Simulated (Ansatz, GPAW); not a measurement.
# Optical response of SrPd2N2 (model structure), part 2 of 3

Aim: the dielectric function of SrPd2N2 (model structure), and the optical constants that follow from it. The cell was made here by substitution or stacking, whether or not such a phase is known. It was built so: All P replaced by N in the I4/mmm structure of SrP2Pd2. The cell is first relaxed with Ansatz.

GPAW 26.7.0; DFT, PBE, plane-wave PAW (GPAW data sets), scalar-relativistic, RPA, optical limit.

So far: The structure; Relaxation.

## 3. Ground state

First the ground state: is it a metal or has it a gap?

This step: DFT, PBE, plane-wave PAW (GPAW data sets), scalar-relativistic, ground state (GPAW 26.7.0).

gs.py reads:

```python
from ase import Atoms
from ase.dft.bandgap import bandgap
from gpaw import GPAW, PW, FermiDirac

atoms = Atoms(['Pd', 'Pd', 'Sr', 'N', 'N'],
              cell=[[-1.956264674800, 1.956264674800, 5.354991494700],
                    [1.956264674800, -1.956264674800, 5.354991494700],
                    [1.956264674800, 1.956264674800, -5.354991494700]],
              scaled_positions=[[0.250000000000, 0.750000000000, 0.500000000000],
                                [0.750000000000, 0.250000000000, 0.500000000000],
                                [0.000000000000, 0.000000000000, 0.000000000000],
                                [0.556056813300, 0.556056813300, 1.000000000000],
                                [0.443943186700, 0.443943186700, 1.000000000000]],
              pbc=[True, True, True])
atoms.calc = GPAW(mode=PW(450), xc='PBE', kpts={'size': (8, 8, 8), 'gamma': True},
                  occupations=FermiDirac(0.05), maxiter=150, txt='gs.txt')
print('energy (eV)', atoms.get_potential_energy())
print('Fermi level (eV)', atoms.calc.get_fermi_level())
print('valence electrons', atoms.calc.get_number_of_electrons())
print('gap (eV)', bandgap(atoms.calc, output=None)[0])
print('direct gap (eV)', bandgap(atoms.calc, direct=True, output=None)[0])
atoms.calc.write('gs.gpw')
```

Started as:

```
OMP_NUM_THREADS=1 python gs.py
```

Numbers of over 12 decimals in the logs are rounded to 6 here.

What it wrote:

```text
__  _  _
 | _ |_)|_||  |
 |__||  | ||/\| - 26.7.0

Versions:
  Python: 3.12.14
  ASE:    3.29.0
  Numpy:  2.5.5
  Scipy:  1.18.1
  Libxc:  7.0.0

Input parameters:
  mode=PW(ecut=450.000000),
  kpts=MonkhorstPack(size=(8, 8, 8), gamma=True),
  maxiter=150,
  occupations=Occupations(name='fermi-dirac', width=0.05, fixmagmom=False),
  xc=XC(name='PBE')

Diagonalizing LCAO Hamiltonian
Converting LCAO to pw mode

         Pd
            Pd
              N

       Sr     N

Atoms  # Å, Bohr magnetons
|   | symbol |         x |        y |         z |    initial magnetic moments |
| 0 |     Pd |  1.956265 | 0.000000 |  2.677496 | ( 0.0000,  0.0000,  0.0000) |
| 1 |     Pd | -0.000000 | 1.956265 |  2.677496 | ( 0.0000,  0.0000,  0.0000) |
| 2 |     Sr |  0.000000 | 0.000000 |  0.000000 | ( 0.0000,  0.0000,  0.0000) |
| 3 |      N |  1.956265 | 1.956265 |  0.600368 | ( 0.0000,  0.0000,  0.0000) |
| 4 |      N |  1.956265 | 1.956265 | -0.600368 | ( 0.0000,  0.0000,  0.0000) |

Unit cell  # Å
| periodic |         x |         y |         z |  lengths |     angles |
|      yes | -1.956265 |  1.956265 |  5.354991 | 6.027427 | 142.122101 |
|      yes |  1.956265 | -1.956265 |  5.354991 | 6.027427 | 142.122101 |
|      yes |  1.956265 |  1.956265 | -5.354991 | 6.027427 |  54.644918 |

Number of symmetries: 16
Symmetry operations  # r_c * U_cc + t_c -> r_c
|    | kind |            matrix            |
|  0 |  σ   |  1, 1, 1,  0, 0,-1,  0,-1, 0 |
|  1 |  C4  |  1, 1, 1,  0, 0,-1, -1, 0, 0 |
|  2 |  E   |  1, 0, 0,  0, 1, 0,  0, 0, 1 |
|  3 |  σ   |  1, 0, 0,  0, 1, 0, -1,-1,-1 |
|  4 |  σ   |  0, 1, 0,  1, 0, 0,  0, 0, 1 |
|  5 |  C2  |  0, 1, 0,  1, 0, 0, -1,-1,-1 |
|  6 |  C2  |  0, 0, 1, -1,-1,-1,  1, 0, 0 |
|  7 |  S4  |  0, 0, 1, -1,-1,-1,  0, 1, 0 |
|  8 |  C4  |  0, 0,-1,  1, 1, 1,  0,-1, 0 |
|  9 |  σ   |  0, 0,-1,  1, 1, 1, -1, 0, 0 |
| 10 |  σ   |  0,-1, 0, -1, 0, 0,  1, 1, 1 |
| 11 |  C2  |  0,-1, 0, -1, 0, 0,  0, 0,-1 |
| 12 |  C2  | -1, 0, 0,  0,-1, 0,  1, 1, 1 |
| 13 |  i   | -1, 0, 0,  0,-1, 0,  0, 0,-1 |
| 14 |  S4  | -1,-1,-1,  0, 0, 1,  1, 0, 0 |
| 15 |  C2  | -1,-1,-1,  0, 0, 1,  0, 1, 0 |

BZ-sampling:
  Number of BZ points: 512
  Number of IBZ points: 59

  Monkhorst-Pack size: [8, 8, 8]
  Monkhorst-Pack shift: [0.0625, 0.0625, 0.0625]

K-points  # in reciprocal-cell coordinates
|     |                                coordinates |     weight |
|   0 | (  0.00000000,   0.00000000,   0.00000000) | 0.00195312 |
|   1 | (  0.12500000,  -0.12500000,   0.00000000) | 0.00781250 |
|   2 | (  0.12500000,  -0.12500000,   0.12500000) | 0.00781250 |
|   3 | (  0.12500000,   0.00000000,   0.00000000) | 0.01562500 |
|   4 | (  0.12500000,   0.12500000,  -0.12500000) | 0.00390625 |
|   5 | (  0.25000000,  -0.25000000,   0.00000000) | 0.00781250 |
|   6 | (  0.25000000,  -0.25000000,   0.12500000) | 0.01562500 |
|   7 | (  0.25000000,  -0.25000000,   0.25000000) | 0.00781250 |
|   8 | (  0.25000000,  -0.12500000,   0.00000000) | 0.03125000 |
|   9 | (  0.25000000,  -0.12500000,   0.12500000) | 0.01562500 |
| ... |                                            |            |
|  58 | (  0.50000000,   0.50000000,   0.50000000) | 0.00195312 |

Plane wave coefficients: 1793
Cutoff: 450.000000 eV

Spin-components: 1 (collinear spins)
Bands:           36
Projectors:      27
Spin-degeneracy: 2
Datatype:        complex128

Parallelization:
  kpt:    1
  domain: 1
  band:   1

Density:
  Valence electrons: 52.0
  Components: 1
  Grid points: [30 30 30]
  Charge: 0.0  # |e|

Potential:
  Grid points: [30 30 30]

species:
  Pd:
    name:    Palladium
    id:
    Z:       46.0
    valence: 16
    core:    30
    charge:  0.0  # [|e|]
    compensation charges:
      type: gauss
      rc: 0.38  # [Å]
      lmax: 2
    cutoffs:
      filter: 2.38  # [Å]
      core: 2.28  # [Å]
    projectors
    | kind |    occ | energy [eV] | rcut [Å] |
    |   5s |  0.000 |      -3.315 |    1.228 |
    |   4p |  6.000 |     -51.209 |    1.360 |
    |   5p |  0.000 |      -0.314 |    1.360 |
    |   4d | 10.000 |      -4.047 |    1.228 |
    |    s |        |      23.896 |    1.228 |
    |    d |        |      23.165 |    1.228 |

    Using partial waves for Pd as LCAO basis

  Sr:
    name:    Strontium
    id:
    Z:       38.0
    valence: 10
    core:    28
    charge:  0.0  # [|e|]
    compensation charges:
      type: gauss
      rc: 0.40  # [Å]
      lmax: 2
    cutoffs:
      filter: 2.39  # [Å]
      core: 1.85  # [Å]
    projectors
    | kind |    occ | energy [eV] | rcut [Å] |
    |   4s |  2.000 |     -40.883 |    1.291 |
    |   5s |  2.000 |      -3.525 |    1.291 |
    |   4p |  6.000 |     -22.826 |    1.291 |
    |    p |        |       4.386 |    1.291 |
    |    d |        |       0.000 |    1.254 |

    Using partial waves for Sr as LCAO basis

  N:
    name:    Nitrogen
    id:
    Z:       7.0
    valence: 5
    core:    2
    charge:  0.0  # [|e|]
    compensation charges:
      type: gauss
      rc: 0.18  # [Å]
      lmax: 2
    cutoffs:
      filter: 1.11  # [Å]
      core: 0.96  # [Å]
    projectors
    | kind |    occ | energy [eV] | rcut [Å] |
    |   2s |  2.000 |     -18.583 |    0.603 |
    |   2p |  3.000 |      -7.089 |    0.529 |
    |    s |        |       8.629 |    0.603 |
    |    p |        |      20.123 |    0.529 |
    |    d |        |       0.000 |    0.577 |

    Using partial waves for N as LCAO basis

Reference energy: -363915.194452  # eV

eigensolver:
  PPCG
  Converge bands: occupied
  niter=2

density mixing:
  MSR1-Mixer
  Pratt-step length: 0.05
  Maximum mixing coefficient: 0.75
  Old densities: 10
  SVD Regularization: 0.005
  Good broyden scale: 1.0
  Trust region scale: 1.0
  Backstep threshold: 4.0
  History deletion threshold: 6.0
  Fourier metric: weight=20.0, sigma=0.015

occupation numbers:
  Fermi-Dirac:
    width: 0.0500  # eV

poisson solver:
  ecut: 3600.000000  # eV

xc functional:
  name: PBE with 2 nearest neighbor stencil

convergence criteria:
- Maximum [total energy] change in last 3 cyles: 0.0005 eV / valence electron
- Maximum integral of absolute [dens]ity change: 0.0001 electrons / valence electron
- Maximum integral of absolute [eigenst]ate change: 4e-08 eV^2 / valence electron
maximum number of iterations: 150

SCF iterations
|iter     |      energy | eigst |  dens |
|iter:   1||  -29.971353 | +0.63 |       |
|iter:   2||  -25.526110 | -0.95 | -0.82 |
|iter:   3||  -24.043095 | -1.15 | -1.06 |
|iter:   4||  -23.853095 | -2.08 | -1.40 |
|iter:   5||  -23.769333 | -2.16 | -1.63 |
|iter:   6||  -23.766144 | -3.55 | -2.16 |
|iter:   7||  -23.765956c| -3.82 | -2.47 |
|iter:   8||  -23.766025c| -5.45 | -3.21 |
|iter:   9||  -23.766054c| -6.08 | -3.58 |
|iter:  10||  -23.766055c| -7.37 | -4.53c|
|iter:  11||  -23.766054c| -7.56c| -4.96c|

Converged in 11 steps
SCF loop duration: 106.662 s (9.697 s/step)
Energy contributions relative to reference atoms: (reference = -363915.194452)

Energy contributions:
  Kinetic:           3.365392
  Coulomb:          -8.877537
  Zero:             -0.793656
  External:          0.000000
  Xc:              -17.450133
  Entropy:          -0.020240
  Spinorbit:         0.000000
  ----------------------------
  Free energy:     -23.776174
  Extrapolated:    -23.766054

dipole moment: (-17.472747, -17.472747, 5.804701)  # |e|*Ang

Fermi level: 7.314
Eigenvalues  # (at kpt = [0.000, 0.000, 0.000])
| band index |      eig [eV] | occ [0-2] |
|          0 |       -42.186 |     2.000 |
|        ... |               |           |
|         17 |         3.794 |     2.000 |
|         18 |         5.018 |     2.000 |
|         19 |         5.018 |     2.000 |
|         20 |         5.940 |     2.000 |
|         21 |         6.170 |     2.000 |
|         22 |         6.209 |     2.000 |
|         23 |         6.209 |     2.000 |
|         24 |         7.050 |     1.990 |
|         25 |         7.448 |     0.127 |
|         26 |         7.448 |     0.126 |
|         27 |         7.910 |     0.000 |
|         28 |         8.332 |     0.000 |
|         29 |        10.538 |     0.000 |
|         30 |        11.429 |     0.000 |
|         31 |        12.850 |     0.000 |
|         32 |        12.850 |     0.000 |
|        ... |               |           |
|         35 |        16.459 |     0.000 |

No gap
No difference between direct/indirect transitions

--- standard output ---
energy (eV) -23.766054
Fermi level (eV) 7.313534
valence electrons 52.0
gap (eV) 0.0
direct gap (eV) 0.0
```

It took 1.9 min on 1 thread of Intel Xeon 6975P-C (Granite Rapids), shared host; peak memory 0.26 GiB.

Read-outs, printed or worked out from the files:

- energy: -23.77 eV
- Fermi energy: 7.314 eV
- electrons: 52

There are states at the Fermi level within the smearing, so the occupations stay smeared and the carriers get a Drude term.

## 4. Bands for the response

The response needs many more empty bands than the density does.

This step: DFT, PBE, plane-wave PAW (GPAW data sets), scalar-relativistic, bands at fixed density (GPAW 26.7.0).

nscf.py reads:

```python
from ase.dft.bandgap import bandgap
from gpaw import GPAW, FermiDirac

calc = GPAW('gs.gpw').fixed_density(kpts={'size': (12, 12, 12), 'gamma': True}, nbands=61, convergence={'bands': 55},
                                    occupations=FermiDirac(0.05), txt='nscf.txt')
print('gap (eV)', bandgap(calc, output=None)[0])
print('direct gap (eV)', bandgap(calc, direct=True, output=None)[0])
print('top band over the Fermi level (eV)', min(calc.get_eigenvalues(kpt=k)[54] for k in range(len(calc.get_ibz_k_points()))) - calc.get_fermi_level())
calc.write('full.gpw', mode='all')
```

Started as:

```
OMP_NUM_THREADS=1 python nscf.py
```

What it wrote:

```text
Diagonalizing LCAO Hamiltonian
Converting LCAO to pw mode
convergence criteria:
- Maximum integral of absolute [eigenst]ate change: 4e-08 eV^2 / valence electron
maximum number of iterations: 150

SCF iterations
|iter     |      energy | eigst |  dens |
|iter:   1||             | +2.99 |       |
|iter:   2||             | +1.86 |       |
|iter:   3||             | +0.77 |       |
|iter:   4||             | -0.28 |       |
|iter:   5||             | -0.97 |       |
|iter:   6||             | -1.72 |       |
|iter:   7||             | -2.33 |       |
|iter:   8||             | -2.91 |       |
|iter:   9||             | -3.54 |       |
|iter:  10||             | -4.16 |       |
|iter:  11||             | -4.80 |       |
|iter:  12||             | -5.38 |       |
|iter:  13||             | -5.99 |       |
|iter:  14||             | -6.51 |       |
|iter:  15||             | -6.89 |       |
|iter:  16||             | -7.17 |       |
|iter:  17||             | -7.35 |       |
|iter:  18||             | -7.50c|       |
SCF steps: 18
  __  _  _
 | _ |_)|_||  |
 |__||  | ||/\| - 26.7.0

Versions:
  Python: 3.12.14
  ASE:    3.29.0
  Numpy:  2.5.5
  Scipy:  1.18.1
  Libxc:  7.0.0

Input parameters:
  mode=PW(ecut=450.000000),
  convergence={'bands': 55},
  gpts=array([30, 30, 30]),
  kpts=MonkhorstPack(size=(12, 12, 12), gamma=True),
  maxiter=150,
  nbands=61,
  occupations=Occupations(name='fermi-dirac', width=0.05, fixmagmom=False),
  parallel={},
  xc=XC(name='PBE')

--- standard output ---
gap (eV) 0.0
direct gap (eV) 0.0
top band over the Fermi level (eV) 21.509487
```

Wall time 9.1 min (1 thread); peak memory 0.57 GiB.

[end of part 2 of 3]

[Machine, clock and banner lines and Python warnings are left out of the logs.]

[Logs are printed without paths, hosts, clocks, repeated set-up lines and the standing remarks that a program may print on its own settings, such as how far it seeks lower states.]

[Hosts, paths, dates, database ids (printed as entryN), source tags and the programs' standing remarks are cut or masked in the printed files.]
